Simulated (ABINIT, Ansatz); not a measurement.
# TiO2 (Rutile): modes at Γ and the response to a field

Aim: the zone-centre modes of TiO2 (Rutile).

Calculated with ABINIT 10.8.3; DFT LDA, scalar-relativistic, plane waves, PseudoDojo norm-conserving pseudopotentials.

### 1. The structure

It takes space group P4_2/mnm (No. 136, tetragonal). Conventional cell: a = 4.545 Å, b = 4.545 Å, c = 2.918 Å, α = 90.00°, β = 90.00°, γ = 90.00°. Nearest to Ti lie 6 O at 1.93 to 1.95 Å. O has 3 Ti at 1.93 to 1.95 Å nearest. Farther neighbours and most contacts between anions are not listed.

Structure file:

```cif
data_structure
_symmetry_space_group_name_H-M 'P4_2/mnm'
_symmetry_Int_Tables_number 136
_cell_length_a 4.5449
_cell_length_b 4.5449
_cell_length_c 2.9177
_cell_angle_alpha 90.000
_cell_angle_beta 90.000
_cell_angle_gamma 90.000
_cell_volume 60.27
loop_
_atom_site_label
_atom_site_type_symbol
_atom_site_symmetry_multiplicity
_atom_site_Wyckoff_symbol
_atom_site_fract_x
_atom_site_fract_y
_atom_site_fract_z
_atom_site_occupancy
Ti1 Ti 2 a 0.00000 0.00000 0.00000 1
O1 O 4 f 0.30400 0.30400 0.00000 1
```

### 2. Relaxing the cell and atoms

The harmonic expansion needs vanishing forces, and a free crystal bears no stress, so cell and atoms are brought to rest. Stress is more sensitive to the basis than forces are: the last 3 Ha under the cutoff are smoothed with ecutsm, and the cutoff is raised above that of the later runs.

The starting cell comes from a relaxation made beforehand in Ansatz (LDA, PseudoDojo NC).

The input, relax.abi:

```
# relaxation
ionmov 2
optcell 2
dilatmx 1.08
ntime 40
tolmxf 1.0d-05
tolvrs 1.0d-14
prtwf 0
prtden 0
chksymtnons 0

# basis, mesh and filling
ecut 47.0
ecutsm 3.0
ngkpt 4 4 8
nshiftk 1
shiftk 0.0 0.0 0.0
istwfk *1
occopt 1
nband 24
nstep 100
diemac 9.0
prtebands 0
prtgsr 0
useylm 1

# cell and atoms
acell 8.588605889 8.588605889 5.513647429
rprim 
    1.0 0.0 0.0
    0.0 1.0 0.0
    0.0 0.0 1.0
ntypat 2
znucl 22 8
natom 6
typat 1 1 2 2 2 2
xred 
    0.0 0.0 0.0
    0.5 0.5 0.5
    0.3040001171 0.3040001171 0.0
    0.1959998829 0.8040001171 0.5
    0.6959998829 0.6959998829 0.0
    0.8040001171 0.1959998829 0.5
pp_dirpath "./pseudo"
pseudos "Ti.upf, O.upf"
```

Command:

```console
> OMP_NUM_THREADS=1 mpirun -n 4 abinit relax.abi > relax.log
```

Numbers of over 12 decimals in the logs are rounded to 6 here.

relax.abo, the main output file:

```text
[banners, grids, parts of the stress and lines that vanish by symmetry left out]
- input  file    -> relax.abi
- output file    -> relax.abo
- root for input  files -> relaxi
[...]
Symmetries : space group P4_2/m n m (#136); Bravais tP (primitive tetrag.)
[...]
mpw =        7922          nfft =      144000          nkpt =          30
[...]
== DATASET  1 ==================================================================
[...]
cutoff_energies: {ecut:  47.0, pawecutdg:  -1.0, }
[...]
ETOT  1  -184.24522742939    -1.842E+02 2.649E-01 3.163E+03
 ETOT  2  -178.38720283707     5.858E+00 6.318E-02 3.336E+04
 ETOT  3  -184.97592740973    -6.589E+00 1.154E-01 5.462E+02
 ETOT  4  -185.01684997555    -4.092E-02 1.229E-01 4.914E+02
 ETOT  5  -185.07221779655    -5.537E-02 1.752E-02 1.644E+02
[...]
At SCF step   33       vres2   =  4.73E-15 < tolvrs=  1.00E-14 =>converged.
[...]
sigma(1 1)=  6.36378495E-07  sigma(3 2)=  0.00000000E+00
  sigma(2 2)=  6.36378495E-07  sigma(3 1)=  0.00000000E+00
  sigma(3 3)=  6.26673191E-07  sigma(2 1)=  0.00000000E+00
[...]
convergence: {deltae:  4.434E-12, res2:  4.734E-15, residm:  4.203E-13, diffor: null, }
etotal    :  -1.85098865E+02
[...]
ETOT  1  -185.09886509989    -1.851E+02 5.085E-09 1.401E-03
[...]
At SCF step   17       vres2   =  1.03E-15 < tolvrs=  1.00E-14 =>converged.
[...]
sigma(1 1)=  1.59132310E-07  sigma(3 2)=  0.00000000E+00
  sigma(2 2)=  1.59132310E-07  sigma(3 1)=  0.00000000E+00
  sigma(3 3)=  1.64810342E-08  sigma(2 1)=  0.00000000E+00
[...]
convergence: {deltae:  1.327E-11, res2:  1.025E-15, residm:  1.636E-18, diffor: null, }
etotal    :  -1.85098865E+02
[...]
ETOT  1  -185.09886522177    -1.851E+02 5.058E-10 6.716E-05
[...]
ETOT 13  -185.09886522801    -4.547E-12 1.832E-17 1.747E-14
 ETOT 14  -185.09886522802    -3.467E-12 2.234E-17 4.350E-16
 At SCF step   14       vres2   =  4.35E-16 < tolvrs=  1.00E-14 =>converged.
[...]
sigma(1 1)=  3.83767073E-08  sigma(3 2)=  0.00000000E+00
  sigma(2 2)=  3.83767073E-08  sigma(3 1)=  0.00000000E+00
  sigma(3 3)= -8.37517284E-08  sigma(2 1)=  0.00000000E+00
[...]
convergence: {deltae: -3.467E-12, res2:  4.350E-16, residm:  2.234E-17, diffor: null, }
etotal    :  -1.85098865E+02
[...]
At Broyd/MD step   3, gradients are converged :
[...]
sigma(1 1)=  3.83767073E-08  sigma(3 2)=  0.00000000E+00
  sigma(2 2)=  3.83767073E-08  sigma(3 1)=  0.00000000E+00
  sigma(3 3)= -8.37517284E-08  sigma(2 1)=  0.00000000E+00
[...]
- sigma(1 1)=  1.12908171E-03  sigma(3 2)=  0.00000000E+00
- sigma(2 2)=  1.12908171E-03  sigma(3 1)=  0.00000000E+00
- sigma(3 3)= -2.46406092E-03  sigma(2 1)=  0.00000000E+00
[...]
fcart     -0.0000000000E+00 -0.0000000000E+00 -0.0000000000E+00
           strten      3.8376707340E-08  3.8376707340E-08 -8.3751728417E-08
================================================================================

[key lines of the parts left out:]
pressure_GPa:   6.8632E-05
Total energy (etotal) [Ha]= -1.85098865228016E+02
```

It took 3.6 min on 4 MPI ranks of Intel Xeon 6975P-C (Granite Rapids), shared host; 14 min of CPU time.

Little changed from the start: no atom moved by 0.005 Å and no cell edge by 0.1 %.

This step gave:

- volume per atom: 10.04 Å³
- pressure: 6.86e-5 GPa

### 3. Self-consistent run for the response

The response is built on these wavefunctions, so the potential is converged far more tightly than an energy would need. The mesh is shifted off Γ, since shifted meshes converge sums over the zone faster.

The input, gs.abi:

```
# ground state
tolvrs 1.0d-16
prtden 1
prtwf 1

# basis, mesh and filling
ecut 38.0
ngkpt 4 4 8
nshiftk 1
shiftk 0.5 0.5 0.5
istwfk *1
occopt 1
nband 24
nstep 100
diemac 9.0
prtebands 0
prtgsr 0
useylm 1

# cell and atoms
acell 8.588389254 8.588389254 5.513538761
rprim 
    1.0 0.0 0.0
    0.0 1.0 0.0
    0.0 0.0 1.0
ntypat 2
znucl 22 8
natom 6
typat 1 1 2 2 2 2
xred 
    0.0 0.0 0.0
    0.5 0.5 0.5
    0.3040013367 0.3040013367 0.0
    0.1959986633 0.8040013367 0.5
    0.6959986633 0.6959986633 0.0
    0.8040013367 0.1959986633 0.5
pp_dirpath "./pseudo"
pseudos "Ti.upf, O.upf"
```

Command:

```console
> OMP_NUM_THREADS=1 mpirun -n 4 abinit gs.abi > gs.log
```

gs.abo, the main output file:

```text
[banners, grids, parts of the stress and lines that vanish by symmetry left out]
- input  file    -> gs.abi
- output file    -> gs.abo
- root for input  files -> gsi
[...]
Symmetries : space group P4_2/m n m (#136); Bravais tP (primitive tetrag.)
[...]
mpw =        4561          nfft =       73728          nkpt =          12
[...]
== DATASET  1 ==================================================================
[...]
cutoff_energies: {ecut:  38.0, pawecutdg:  -1.0, }
[...]
ETOT  1  -184.24966460884    -1.842E+02 2.328E-01 1.693E+03
 ETOT  2  -177.57259800986     6.677E+00 3.418E-02 1.922E+04
 ETOT  3  -184.97206605078    -7.399E+00 8.302E-02 2.361E+02
 ETOT  4  -185.01707394805    -4.501E-02 1.081E-02 2.212E+02
 ETOT  5  -185.06128843121    -4.421E-02 9.348E-02 1.024E+02
[...]
ETOT 37  -185.09834741765     0.000E+00 1.960E-18 1.003E-16
 ETOT 38  -185.09834741766    -7.390E-12 2.720E-19 1.888E-17
 At SCF step   38       vres2   =  1.89E-17 < tolvrs=  1.00E-16 =>converged.
[...]
sigma(1 1)=  1.99511968E-05  sigma(3 2)=  0.00000000E+00
  sigma(2 2)=  1.99511968E-05  sigma(3 1)=  0.00000000E+00
  sigma(3 3)=  2.00862344E-05  sigma(2 1)=  0.00000000E+00
[...]
convergence: {deltae: -7.390E-12, res2:  1.888E-17, residm:  2.720E-19, diffor: null, }
etotal    :  -1.85098347E+02
[...]
sigma(1 1)=  1.99511968E-05  sigma(3 2)=  0.00000000E+00
  sigma(2 2)=  1.99511968E-05  sigma(3 1)=  0.00000000E+00
  sigma(3 3)=  2.00862344E-05  sigma(2 1)=  0.00000000E+00
[...]
- sigma(1 1)=  5.86984476E-01  sigma(3 2)=  0.00000000E+00
- sigma(2 2)=  5.86984476E-01  sigma(3 1)=  0.00000000E+00
- sigma(3 3)=  5.90957418E-01  sigma(2 1)=  0.00000000E+00
[...]
fcart     -2.8234431575E-22 -0.0000000000E+00 -0.0000000000E+00
           strten      1.9951196814E-05  1.9951196814E-05  2.0086234362E-05
================================================================================

[key lines of the parts left out:]
pressure_GPa:  -5.8831E-01
```

Wall time 27 s (4 MPI ranks); 1.8 min of CPU time.

Read from the output:

- pressure: -0.5883 GPa

The cell stands at -0.59 GPa: the relaxation ran with a smoothed and higher cutoff and on another k mesh.

### 4. Empty bands

Empty bands on the ground state's density check that the gap assumed so far is there in this cell.

The input, gap.abi:

```
# empty bands on the ground state's density
iscf -2
getden_filepath "gso_DEN"
tolwfr 1.0d-12
nbdbuf 2
prtwf 0

# basis, mesh and filling
ecut 38.0
ngkpt 4 4 8
nshiftk 1
shiftk 0.0 0.0 0.0
istwfk *1
occopt 1
nband 28
nstep 100
diemac 9.0
prtebands 0
prtgsr 0
useylm 1

# cell and atoms
acell 8.588389254 8.588389254 5.513538761
rprim 
    1.0 0.0 0.0
    0.0 1.0 0.0
    0.0 0.0 1.0
ntypat 2
znucl 22 8
natom 6
typat 1 1 2 2 2 2
xred 
    0.0 0.0 0.0
    0.5 0.5 0.5
    0.3040013367 0.3040013367 0.0
    0.1959986633 0.8040013367 0.5
    0.6959986633 0.6959986633 0.0
    0.8040013367 0.1959986633 0.5
pp_dirpath "./pseudo"
pseudos "Ti.upf, O.upf"
```

Command:

```console
> OMP_NUM_THREADS=1 mpirun -n 4 abinit gap.abi > gap.log
```

gap.abo, the main output file:

```text
[banners, grids, parts of the stress and lines that vanish by symmetry left out]
- input  file    -> gap.abi
- output file    -> gap.abo
- root for input  files -> gapi
[...]
Symmetries : space group P4_2/m n m (#136); Bravais tP (primitive tetrag.)
[...]
mpw =        4584          nfft =       73728          nkpt =          30
[...]
== DATASET  1 ==================================================================
[...]
cutoff_energies: {ecut:  38.0, pawecutdg:  -1.0, }
[...]
-outvars: echo values of variables after computation
            acell      8.5883892540E+00  8.5883892540E+00  5.5135387610E+00 Bohr
================================================================================
```

The job ended after 57 s (4 MPI ranks; 3.8 min of CPU time).

Read from the output:

| Quantity | Value |
| --- | --- |
| gap on the k-mesh | 1.885 eV |

In this cell the gap on the mesh is 1.9 eV, direct, so fixed occupations hold.

### 5. Linear response at Γ

The derivative of the wavefunctions by k comes first, since the response to a field is built on it; then the field and the displacements that symmetry doesn't supply are solved at q = 0.

It reads the wavefunctions written in step 3.

The input, dfpt_gamma.abi:

```
ndtset 2

# common to the responses
getwfk_filepath "gso_WFK"
kptopt 2
nqpt 1
qpt 0.0 0.0 0.0
asr 0
chneut 0

# d/dk
rfelfd1 2
rfdir1 1 1 1
iscf1 -3
tolwfr1 1.0d-20

# displacements, field
rfphon2 1
rfatpol2 1 6
rfdir2 1 1 1
rfelfd2 3
getddk2 1
tolvrs2 1.0d-10
prtwf2 0

# basis, mesh and filling
ecut 38.0
ngkpt 4 4 8
nshiftk 1
shiftk 0.5 0.5 0.5
istwfk *1
occopt 1
nband 24
nstep 100
diemac 9.0
prtebands 0
prtgsr 0
useylm 1

# cell and atoms
acell 8.588389254 8.588389254 5.513538761
rprim 
    1.0 0.0 0.0
    0.0 1.0 0.0
    0.0 0.0 1.0
ntypat 2
znucl 22 8
natom 6
typat 1 1 2 2 2 2
xred 
    0.0 0.0 0.0
    0.5 0.5 0.5
    0.3040013367 0.3040013367 0.0
    0.1959986633 0.8040013367 0.5
    0.6959986633 0.6959986633 0.0
    0.8040013367 0.1959986633 0.5
pp_dirpath "./pseudo"
pseudos "Ti.upf, O.upf"
```

Command:

```console
> OMP_NUM_THREADS=1 mpirun -n 4 abinit dfpt_gamma.abi > dfpt_gamma.log
```

dfpt_gamma.abo, the main output file:

```text
[banners, grids, parts of the stress and lines that vanish by symmetry left out]
- input  file    -> dfpt_gamma.abi
- output file    -> dfpt_gamma.abo
- root for input  files -> dfpt_gammai
[...]
DATASET    1 : space group P4_2/m n m (#136); Bravais tP (primitive tetrag.)
[...]
nfft =       73728          nkpt =          64
[...]
DATASET    2 : space group P4_2/m n m (#136); Bravais tP (primitive tetrag.)
[...]
nfft =       73728          nkpt =          64
[...]
== DATASET  1 ==================================================================
[...]
cutoff_energies: {ecut:  38.0, pawecutdg:  -1.0, }
[...]
-  8.00000   6.00000  201201                  znucl, zion, pspdat
[...]
Perturbation : derivative vs k along direction   1
[...]
-ETOT  1  -23.898112518164     -2.390E+01 1.423E-01 0.000E+00
 ETOT  2  -24.609115397667     -7.110E-01 4.345E-02 0.000E+00
 ETOT  3  -24.681792076119     -7.268E-02 4.528E-03 0.000E+00
 ETOT  4  -24.693747661156     -1.196E-02 1.693E-03 0.000E+00
 ETOT  5  -24.696029796501     -2.282E-03 2.673E-04 0.000E+00
[...]
At SCF step   39   max residual=  9.99E-21 < tolwfr=  1.00E-20 =>converged.
[...]
Perturbation : derivative vs k along direction   2
[...]
-ETOT  1  -23.898112517889     -2.390E+01 1.423E-01 0.000E+00
[...]
At SCF step   39   max residual=  9.99E-21 < tolwfr=  1.00E-20 =>converged.
[...]
Perturbation : derivative vs k along direction   3
[...]
-ETOT  1  -57.696229004125     -5.770E+01 3.535E-01 0.000E+00
[...]
At SCF step   35   max residual=  9.97E-21 < tolwfr=  1.00E-20 =>converged.
[...]
1        1       0.6640562571    0.0000000000
     1        2       0.0000000000    0.0000000000
     1        3       0.0000000000    0.0000000000
     2        1       0.0000000000    0.0000000000
     2        2       0.6640562571   -0.0000000000
     2        3       0.0000000000    0.0000000000
     3        1       0.0000000000    0.0000000000
     3        2       0.0000000000    0.0000000000
     3        3       0.7314791952   -0.0000000000
[...]
== DATASET  2 ==================================================================
[...]
cutoff_energies: {ecut:  38.0, pawecutdg:  -1.0, }
[...]
Perturbation : displacement of atom   1   along direction   1
[...]
-ETOT  1   39.259923242823     -7.096E+03 2.923E+01 1.396E+04
[...]
At SCF step   27       vres2   =  2.55E-11 < tolvrs=  1.00E-10 =>converged.
[...]
Perturbation : displacement of atom   1   along direction   3
[...]
-ETOT  1   9.337804     -2.807E+03 1.605E+01 1.052E+03
[...]
At SCF step   20       vres2   =  8.01E-11 < tolvrs=  1.00E-10 =>converged.
[...]
Perturbation : displacement of atom   3   along direction   1
[...]
-ETOT  1   20.049602484652     -4.487E+03 1.420E+00 1.137E+04
[...]
At SCF step   28       vres2   =  7.12E-11 < tolvrs=  1.00E-10 =>converged.
[...]
Perturbation : displacement of atom   3   along direction   3
[...]
-ETOT  1   7.619162     -1.825E+03 7.545E-01 1.628E+03
[...]
At SCF step   17       vres2   =  1.30E-11 < tolvrs=  1.00E-10 =>converged.
[...]
Perturbation : homogeneous electric field along direction   1
[...]
-ETOT  1  -97.005554482469     -9.701E+01 2.297E+01 2.192E+04
[...]
At SCF step   33       vres2   =  2.81E-11 < tolvrs=  1.00E-10 =>converged.
[...]
Perturbation : homogeneous electric field along direction   3
[...]
-ETOT  1  -301.12839568170     -3.011E+02 3.126E+01 3.766E+03
[...]
ETOT 22  -322.56993429222     -1.654E-11 2.753E-12 1.016E-10
 ETOT 23  -322.56993429222     -2.728E-12 9.826E-13 7.088E-12
 At SCF step   23       vres2   =  7.09E-12 < tolvrs=  1.00E-10 =>converged.
[...]
Dielectric tensor, in cartesian coordinates,
[...]
1    8   1    8         7.4162203660        -0.0000000000
   1    8   2    8        -0.0000000000        -0.0000000000
   1    8   3    8        -0.0000000000        -0.0000000000
   2    8   1    8        -0.0000000000        -0.0000000000
   2    8   2    8         7.4162203660        -0.0000000000
   2    8   3    8        -0.0000000000        -0.0000000000
   3    8   1    8        -0.0000000000        -0.0000000000
   3    8   2    8        -0.0000000000        -0.0000000000
   3    8   3    8         8.6750462361        -0.0000000000
  Effective charges, in cartesian coordinates,
[...]
1    1   1    8         6.3033824115         0.0000000000
   2    1   1    8         0.9862632220         0.0000000000
   3    1   1    8         0.0000000000         0.0000000000
   1    2   1    8         6.3033824115         0.0000000000
   2    2   1    8        -0.9862632220         0.0000000000
[...]
Effective charges, in cartesian coordinates,
[...]
2    8   1    6         1.7947506648         0.0000000000
   3    8   1    6         0.0000000000         0.0000000000
   1    8   2    6         1.7947506648         0.0000000000
   2    8   2    6        -3.1557413884         0.0000000000
   3    8   2    6         0.0000000000         0.0000000000
   1    8   3    6         0.0000000000         0.0000000000
   2    8   3    6         0.0000000000         0.0000000000
   3    8   3    6        -3.8031748243         0.0000000000
  Phonon wavevector (reduced coordinates) :  0.00000  0.00000  0.00000
 Phonon energies in Hartree :
[...]
Phonon frequencies in cm-1    :
- -3.981148E+00 -3.981148E+00 -2.242648E+00  1.021223E+02  1.317805E+02
-  1.369786E+02  1.386733E+02  1.386733E+02  3.826682E+02  3.826682E+02
-  3.936366E+02  4.205987E+02  4.656500E+02  4.656500E+02  4.882616E+02
-  4.882616E+02  6.131329E+02  8.207476E+02
  Phonon at Gamma, with non-analyticity in the
[...]
Phonon energies in Hartree :
[...]
Phonon frequencies in cm-1    :
- -3.981148E+00 -3.973738E+00 -2.242648E+00  1.021223E+02  1.317805E+02
-  1.369786E+02  1.386733E+02  3.558150E+02  3.826682E+02  3.936366E+02
-  4.205987E+02  4.388940E+02  4.656500E+02  4.656500E+02  4.882616E+02
-  6.131329E+02  7.967546E+02  8.207476E+02
  Phonon at Gamma, with non-analyticity in the
[...]
Phonon energies in Hartree :
[...]
Phonon frequencies in cm-1    :
- -3.981148E+00 -3.973738E+00 -2.242648E+00  1.021223E+02  1.317805E+02
-  1.369786E+02  1.386733E+02  3.558150E+02  3.826682E+02  3.936366E+02
-  4.205987E+02  4.388940E+02  4.656500E+02  4.656500E+02  4.882616E+02
-  6.131329E+02  7.967546E+02  8.207476E+02
  Phonon at Gamma, with non-analyticity in the
[...]
Phonon energies in Hartree :
[...]
Phonon frequencies in cm-1    :
- -3.981148E+00 -3.981148E+00 -2.241874E+00  1.021223E+02  1.369786E+02
-  1.386733E+02  1.386733E+02  3.826682E+02  3.826682E+02  3.936366E+02
-  4.205987E+02  4.656500E+02  4.656500E+02  4.882616E+02  4.882616E+02
-  6.131329E+02  7.650507E+02  8.207476E+02
[...]
fcart2     0.0000000000E+00  0.0000000000E+00  0.0000000000E+00
           strten2     0.0000000000E+00  0.0000000000E+00  0.0000000000E+00
================================================================================
```

The job ended after 12 min (4 MPI ranks; 48 min of CPU time).

Numbers from this step:

* miss of the charge sum rule: 0.01620 e
* largest acoustic frequency at the zone centre before the sum rule: -3.98 cm⁻¹
* highest optical zone-centre mode (no LO-TO term): 820.8 cm⁻¹
* lowest optical zone-centre mode: 102.1 cm⁻¹
* mean high-frequency dielectric constant: 7.836
* largest Born charge in size (third of the trace): 6.738 e

Born charge (rows field, columns displacement), before the sum rule (e), principal values of the symmetric part by kind of site:

```csv
atom,atoms with these values,low,middle,high,mean
Ti1,2,5.32,7.29,7.61,6.74
O3,4,-4.95,-3.80,-1.36,-3.37
```

In full for O3:

```
-3.16 -1.79  0.00
-1.79 -3.16  0.00
 0.00  0.00 -3.80
```

High-frequency dielectric tensor:

```
7.42 0.00 0.00
0.00 7.42 0.00
0.00 0.00 8.68
```

The acoustic modes at Γ come out as far as 4.0 cm⁻¹ from zero, where they should vanish, a small numerical error; the Born charges miss their sum rule by 0.016 e, which is good.

(Continued in part 2 of 2.)

[Host names and launcher messages were left out of these logs when they were recorded.]

[Logs are printed without paths, hosts, clocks, repeated set-up lines and the standing remarks that a program may print on its own settings, such as how far it seeks lower states.]

[Hosts, paths, dates, database ids (printed as entryN), source tags and the programs' standing remarks are cut or masked in the printed files.]
